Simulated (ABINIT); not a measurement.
# Cs2AgBiBr6 (Fm-3m): G0W0 with ABINIT, start to end

Wanted: ground state, empty states, screening and self-energy for Cs2AgBiBr6 (Fm-3m).

Main program and level: ABINIT 10.8.3; PBE and many-body steps on it, plane waves.

The database entry behind the starting cell differs from other determinations, so it need not match the best structure at room temperature.

### 1. Starting point

The structure is cubic, space group Fm-3m (No. 225). The conventional cell has a = 11.232 Å, b = 11.232 Å, c = 11.232 Å, α = 90.00°, β = 90.00°, γ = 90.00°. Nearest to Cs lie 12 Br at 3.97 Å. Nearest to Ag lie 6 Br at 2.80 Å. Nearest to Bi lie 6 Br at 2.81 Å. Nearest to Br lie 1 Ag at 2.80 Å and 1 Bi at 2.81 Å and 4 Cs at 3.97 Å. Farther neighbours, and contacts between anions beyond the nearest, are not listed.

The cell and positions come from the Crystallography Open Database and are kept as given unless a step says otherwise.

### 2. Ground state

This step: ABINIT 10.8.3; DFT, PBE, plane waves, norm-conserving pseudopotentials.

The ground-state density comes first.

File run.abi:

```
acell 3*1.0 Angstrom
rprim 
  -0.000000000000 5.616100000000 5.616100000000
  5.616100000000 0.000000000000 5.616100000000
  5.616100000000 5.616100000000 -0.000000000000
ntypat 4
znucl 55 47 83 35
natom 10
typat 1 1 2 3 4 4 4 4 4 4
xred 
  0.250000000000 0.250000000000 0.250000000000
  0.750000000000 0.750000000000 0.750000000000
  0.500000000000 0.500000000000 0.500000000000
  0.000000000000 0.000000000000 0.000000000000
  0.250550000000 0.749450000000 0.250550000000
  0.250550000000 0.749450000000 0.749450000000
  0.749450000000 0.250550000000 0.749450000000
  0.749450000000 0.250550000000 0.250550000000
  0.250550000000 0.250550000000 0.749450000000
  0.749450000000 0.749450000000 0.250550000000
pp_dirpath "pseudos"
pseudos "Cs.upf, Ag.upf, Bi.upf, Br.upf"
ecut 39
ngkpt 4 4 4
nshiftk 1
shiftk 0 0 0
kptopt 1
chksymbreak 0
nband 90
occopt 1
tolvrs 1e-10
nstep 60
prtwf 0
optforces 0
optstress 0
indata_prefix "in"
outdata_prefix "out"
tmpdata_prefix "tmp"
```

The run is started by

```bash
> OMP_NUM_THREADS=1 mpirun -n 24 abinit run.abi > log
```

The log of the run:

```text
.Version 10.8.3 of ABINIT. v10.8.2 released Aug 2026.

 Symmetries : space group Fm -3 m (#225); Bravais cF (face-center cubic)
================================================================================
 Values of the parameters that define the memory need of the present run
     intxc =       0    ionmov =       0      iscf =       7    lmnmax =       8
     lnmax =       8     mgfft =      90  mpssoang =       4    mqgrid =    3446
     natom =      10  nloc_mem =       1    nspden =       1   nspinor =       1
    nsppol =       1      nsym =      48    n1xccc =    2501    ntypat =       4
    occopt =       1   xclevel =       2
-    mband =          90        mffmem =           1         mkmem =           1
       mpw =       27868          nfft =      729000          nkpt =           8
================================================================================
  Rough estimation (10% accuracy) of disk space for files :
================================================================================

--------------------------------------------------------------------------------
------------- Echo of variables that govern the present computation ------------
--------------------------------------------------------------------------------
 -outvars: echo values of preprocessed input variables --------
            acell      1.8897261259E+00  1.8897261259E+00  1.8897261259E+00 Bohr

      chksymbreak           0
             ecut      3.90000000E+01 Hartree
-          fftalg         312

              ixc     -101130
              kpt      0.00000000E+00  0.00000000E+00  0.00000000E+00
                       2.50000000E-01  0.00000000E+00  0.00000000E+00
                       5.00000000E-01  0.00000000E+00  0.00000000E+00
                       2.50000000E-01  2.50000000E-01  0.00000000E+00
                       5.00000000E-01  2.50000000E-01  0.00000000E+00
                      -2.50000000E-01  2.50000000E-01  0.00000000E+00
                       5.00000000E-01  5.00000000E-01  0.00000000E+00
                      -2.50000000E-01  5.00000000E-01  2.50000000E-01
         kptrlatt        4    0    0      0    4    0      0    0    4
          kptrlen      6.00355770E+01
P           mkmem           1
            natom          10
            nband          90
            ngfft          90      90      90
             nkpt           8
            nstep          60
             nsym          48
           ntypat           4
              occ      2.000000  2.000000  2.000000  2.000000  2.000000  2.000000
                       2.000000  2.000000  2.000000  2.000000  2.000000  2.000000
                       2.000000  2.000000  2.000000  2.000000  2.000000  2.000000
                       2.000000  2.000000  2.000000  2.000000  2.000000  2.000000
                       2.000000  2.000000  2.000000  2.000000  2.000000  2.000000
                       2.000000  2.000000  2.000000  2.000000  2.000000  2.000000
                       2.000000  2.000000  2.000000  2.000000  2.000000  2.000000
                       2.000000  2.000000  2.000000  2.000000  2.000000  2.000000
                       2.000000  2.000000  2.000000  2.000000  2.000000  2.000000
                       2.000000  2.000000  2.000000  2.000000  2.000000  2.000000
                       2.000000  2.000000  2.000000  2.000000  2.000000  2.000000
                       2.000000  2.000000  2.000000  2.000000  2.000000  2.000000
                       2.000000  2.000000  2.000000  2.000000  2.000000  2.000000
                       2.000000  2.000000  2.000000  0.000000  0.000000  0.000000
                       0.000000  0.000000  0.000000  0.000000  0.000000  0.000000
        optforces           0
        optstress           0
            prtwf           0
            rprim     -0.0000000000E+00  5.6161000000E+00  5.6161000000E+00
                       5.6161000000E+00  0.0000000000E+00  5.6161000000E+00
                       5.6161000000E+00  5.6161000000E+00 -0.0000000000E+00
          spgroup         225

           tolvrs      1.00000000E-10

             xred      2.5000000000E-01  2.5000000000E-01  2.5000000000E-01
                       7.5000000000E-01  7.5000000000E-01  7.5000000000E-01
[...]
znucl       55.00000   47.00000   83.00000   35.00000

================================================================================

 chkinp: Checking input parameters for consistency.

================================================================================
== DATASET  1 ==================================================================
-   mpi_nproc: 24, omp_nthreads: 1 (-1 if OMP is not activated)
-    --> not optimal distribution: autoparal keyword recommended in input file <--

--- !DatasetInfo
iteration_state: {dtset: 1, }
dimensions: {natom: 10, nkpt: 8, mband: 90, nsppol: 1, nspinor: 1, nspden: 1, mpw: 27868, }
cutoff_energies: {ecut:  39.0, pawecutdg:  -1.0, }
electrons: {nelect:   1.62000000E+02, charge:   0.00000000E+00, occopt:   1.00000000E+00, tsmear:   1.00000000E-02, }

 Real(R)+Recip(G) space primitive vectors, cartesian coordinates (Bohr,Bohr^-1):
 R(1)=  0.0000000 10.6128909 10.6128909  G(1)= -0.0471125  0.0471125  0.0471125
 R(2)= 10.6128909  0.0000000 10.6128909  G(2)=  0.0471125 -0.0471125  0.0471125
[...]
4.75677065E+04                                ecore*ucvol(ha*bohr**3)
--------------------------------------------------------------------------------

_setup2: Arith. and geom. avg. npw (full set) are   27799.297   27799.267

================================================================================

--- !BeginCycle
iteration_state: {dtset: 1, }
solver: {iscf: 7, nstep: 60, nline: 4, wfoptalg: 0, }
tolerances: {tolvrs: 1.00E-10, }

     iter   Etot(hartree)      deltaE(h)  residm     vres2
 ETOT  1  -1231.1643212565    -1.231E+03 1.933E+00 1.208E+05
 ETOT  2  -1238.2780954178    -7.114E+00 1.402E-01 1.520E+05
 ETOT  3  -1245.3474777055    -7.069E+00 4.222E-02 2.910E+04
 ETOT  4  -1246.2011335255    -8.537E-01 1.091E-02 1.199E+04
 ETOT  5  -1246.5414673742    -3.403E-01 7.867E-03 3.885E+03
 ETOT  6  -1246.6669023030    -1.254E-01 1.143E-02 1.142E+03
 ETOT  7  -1246.6975294038    -3.063E-02 5.845E-03 3.797E+02
 ETOT  8  -1246.7137755802    -1.625E-02 2.829E-03 1.282E+01
 ETOT  9  -1246.7139384870    -1.629E-04 6.169E-04 6.419E+00
 ETOT 10  -1246.7142626770    -3.242E-04 3.809E-04 1.112E-02
[...]
ETOT 16  -1246.7142638054    -2.788E-10 1.050E-03 2.834E-09
 ETOT 17  -1246.7142638054    -5.571E-11 3.032E-03 9.476E-09
 ETOT 18  -1246.7142638049     5.023E-10 3.475E-04 3.690E-10
 ETOT 19  -1246.7142638053    -3.984E-10 6.386E-04 2.033E-10
 ETOT 20  -1246.7142638052     1.196E-10 5.666E-05 2.157E-11

 At SCF step   20       vres2   =  2.16E-11 < tolvrs=  1.00E-10 =>converged.

--- !ResultsGS
iteration_state: {dtset: 1, }
comment   : Summary of ground state results
lattice_vectors:
- [ -0.0000000,  10.6128909,  10.6128909, ]
- [ 10.6128909,   0.0000000,  10.6128909, ]
- [ 10.6128909,  10.6128909,  -0.0000000, ]
lattice_lengths: [  15.00889,   15.00889,   15.00889, ]
lattice_angles: [ 60.000,  60.000,  60.000, ] # degrees, (23, 13, 12)
lattice_volume:   2.3907331E+03
convergence: {deltae:  1.196E-10, res2:  2.157E-11, residm:  5.666E-05, diffor:  0.000E+00, }
etotal    :  -1.24671426E+03
entropy   :   0.00000000E+00
fermie    :   9.11579780E-02
cartesian_stress_tensor: null
pressure_GPa: null
xred      :
- [  2.5000E-01,   2.5000E-01,   2.5000E-01, Cs]
- [  7.5000E-01,   7.5000E-01,   7.5000E-01, Cs]
- [  5.0000E-01,   5.0000E-01,   5.0000E-01, Ag]
- [  0.0000E+00,   0.0000E+00,   0.0000E+00, Bi]
- [  2.5055E-01,   7.4945E-01,   2.5055E-01, Br]
- [  2.5055E-01,   7.4945E-01,   7.4945E-01, Br]
- [  7.4945E-01,   2.5055E-01,   7.4945E-01, Br]
- [  7.4945E-01,   2.5055E-01,   2.5055E-01, Br]
- [  2.5055E-01,   2.5055E-01,   7.4945E-01, Br]
- [  7.4945E-01,   7.4945E-01,   2.5055E-01, Br]
cartesian_forces: null
force_length_stats: {min: null, max: null, mean: null, }

 Integrated electronic density in atomic spheres:
 ------------------------------------------------
 Atom  Sphere_radius  Integrated_density
[...]
================================================================================

 ----iterations are completed or convergence reached----

 Mean square residual over all n,k,spin=   13.554E-08; max=  56.657E-06
 reduced coordinates (array xred) for   10 atoms
[...]
0.250550      0.749450      0.749450
       0.749450      0.250550      0.749450
       0.749450      0.250550      0.250550
       0.250550      0.250550      0.749450
       0.749450      0.749450      0.250550
 rms dE/dt=  0.0000E+00; max dE/dt=  0.0000E+00; dE/dt below (all hartree)
    1       0.000000      0.000000      0.000000
    2       0.000000      0.000000      0.000000
    3       0.000000      0.000000      0.000000
    4       0.000000      0.000000      0.000000
    5       0.000000      0.000000      0.000000
    6       0.000000      0.000000      0.000000
    7       0.000000      0.000000      0.000000
    8       0.000000      0.000000      0.000000
    9       0.000000      0.000000      0.000000
   10       0.000000      0.000000      0.000000

 cartesian coordinates (angstrom) at end:
[...]
6      8.417972     5.616100     5.616100
    7      5.616100     8.417972     5.616100
    8      2.814228     5.616100     5.616100
    9      5.616100     5.616100     2.814228
   10      5.616100     5.616100     8.417972
 length scales=  1.889726  1.889726  1.889726 bohr
              =  1.000000  1.000000  1.000000 angstroms
 prteigrs : about to open file out_EIG
 Fermi (or HOMO) energy (hartree) =   0.09116   Average Vxc (hartree)=  -0.31414
 Eigenvalues (hartree) for nkpt=   8  k points:
 kpt#   1, nband= 90, wtk=  0.01563, kpt=  0.0000  0.0000  0.0000 (reduced coord)
  -5.55801   -3.28275   -3.28275   -3.28275   -3.22982   -2.12363   -2.12363   -2.12363
  -2.12363   -2.12363   -2.12363   -2.12162   -2.12162   -2.12162   -2.12162   -2.12162
  -2.12162   -2.12162   -2.12162   -2.12162   -2.12161   -2.12161   -2.12161   -2.11602
  -2.11602   -2.11602   -2.11602   -2.11602   -2.11602   -2.11600   -2.11600   -2.11600
  -2.11600   -2.11600   -2.11600   -1.88906   -1.88906   -1.88906   -0.75840   -0.75840
  -0.75682   -0.75682   -0.75682   -0.67296   -0.67272   -0.45557   -0.43150   -0.43150
  -0.43150   -0.42368   -0.42368   -0.29267   -0.19143   -0.19143   -0.19143   -0.18906
  -0.18906   -0.18906   -0.06751   -0.06751   -0.06751   -0.04882   -0.04882   -0.03096
  -0.03096   -0.03096   -0.01906    0.01364    0.01364    0.01364    0.02326    0.02326
   0.02326    0.03065    0.03065    0.03065    0.04587    0.04587    0.04587    0.06570
   0.06570    0.17622    0.17622    0.17622    0.22417    0.25695    0.25695    0.27684
   0.28143    0.28929
 prteigrs : prtvol=0 or 1, do not print more k-points.

--- !EnergyTerms
iteration_state     : {dtset: 1, }
comment             : Components of total free energy in Hartree
kinetic             :  6.042283E+02
hartree             :  4.614590E+02
xc                  : -2.063931E+02
Ewald energy        : -5.656102E+02
psp_core            :  1.989670E+01
local_psp           : -1.241927E+03
non_local_psp       : -3.183681E+02
total_energy        : -1.246714E+03
total_energy_eV     : -3.392482E+04
band_energy         : -1.941231E+02

== END DATASET(S) ==============================================================
================================================================================

 -outvars: echo values of variables after computation  --------
           etotal     -1.2467142638E+03
            nband          90
             nkpt           8
          spgroup         225
 [... the other variables as echoed above ...]

 Calculation completed.
```

Run time: 12 min. Hardware: 24 MPI ranks of Arm Neoverse N1, shared host; peak memory 7.5 GiB; 4.6 h of CPU time.

This step gave:

| Item | Value |
| --- | --- |
| total energy | -33924.8234 eV |
| gap | 1.270 eV |
| k of the valence top | 0.5, 0.5, 0 |
| k of the conduction bottom | 0.5, 0, 0 |
| least direct gap | 2.469 eV |

The gap is indirect, with the least direct gap 1.20 eV higher.

[end of part 1 of 3]

[Long decimals in the printed logs are rounded to 6 places.]

[Logs are printed without paths, hosts, clocks, repeated set-up lines and the standing remarks that a program may print on its own settings, such as how far it seeks lower states.]

[Paths, hosts, dates, memory and timing lines, banners, echoed tables and standing remarks are left out of the program output; an Ansatz launch command may be rebuilt from the run's recorded settings. Measured values are a selection of at most five: reports struck by readers or far from the other reports are left out. None is set beside runs whose start may be inverted or whose files or cutoffs have a known fault.]

[Runs of the session that timed out or met a known fault of the program may be left out.]

[Hosts, paths, dates, database ids (printed as entryN), source tags and the programs' standing remarks are cut or masked in the printed files.]

[G0W0 gaps are taken among the corrected bands and points alone; a level outside them can change the order at an edge.]

[Where Ansatz stands beside ABINIT at settings called matched, ABINIT's density can come from a denser mesh and the files from another edition; pairs whose starting gaps differed by over 0.03 eV were left out, so agreement reads better than it is.]
